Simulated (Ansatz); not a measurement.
## MgB2 (P6/mmm): the Drude term of Re ε in the infrared

Re ε of MgB2 (P6/mmm) along x at low photon energies is read from one computed spectrum; the carriers' damping was typed as γ = 0.03 eV. x, y and z are the Cartesian axes of the input cell.

Cell: a, b, c = 3.085, 3.085, 3.523 Å (primitive vectors), 3 atoms.

Method: Ansatz 0.2.0, PBE, independent particles, k-mesh 15×15×10 with interpolation inside its cells, Gaussian parameter 0.1 eV.

Launch of the response step: `ansatz run input.yaml --threads 4 --pin off --max-ram 8192MiB --backend cpu --events-out ev --progress --plain --runs-dir out`. The run took 52 s, on 4 threads of Arm Neoverse V1 (shared host).

| photon energy E (eV) | wavelength (µm) | Re ε |
| --- | --- | --- |
| 0.25 | 4.96 | -758.3 |
| 0.30 | 4.13 | -527.2 |
| 0.35 | 3.54 | -393.3 |
| 0.40 | 3.10 | ? |
| 0.50 | 2.48 | -205.8 |
| 0.60 | 2.07 | -141.2 |
| 0.70 | 1.77 | -100.1 |

A Drude term over a constant background gives Re ε = ε_b − ωp²/(E² + γ²), linear in 1/(E² + γ²).

Working, on the rows shown:

| x = 1/(E² + γ²) (eV⁻²) | y = Re ε |
| --- | --- |
| 15.7729 | -758.3 |
| 11.0011 | -527.2 |
| 8.10373 | -393.3 |
| 3.98565 | -205.8 |
| 2.77085 | -141.2 |
| 2.03707 | -100.1 |

Means: x̄ = 7.2785, ȳ = -354.32. Σ(x − x̄)(y − ȳ) = -6889, Σ(x − x̄)² = 145.3. Slope = -6889 / 145.3 = -47.41; intercept = ȳ − slope · x̄ = -9.2651. The line misses the rows shown by at most 7.6.

Problem. Fill in the last column of the withheld row.

Solution. At x = 6.215 the line gives y = -303.9. The run gave -309.2, so the interpolation is off by 5.3, 0.8 % of the range in the table.

Refitted with all rows, the slope is -47.37 and the intercept -10.258. These give ωp = √(−slope) = 6.88 eV, against 7.09 eV from the program's Fermi-surface sum, and an intercept of -10.3. Taking the program's Drude term off the rows leaves 36 at the lowest energy and 2 at the highest, so the background isn't constant: interband transitions lie in or near the window, and neither fitted number can be trusted. The values come from a sum over the points of one k-mesh and carry its error, which is largest for Fermi-surface quantities.
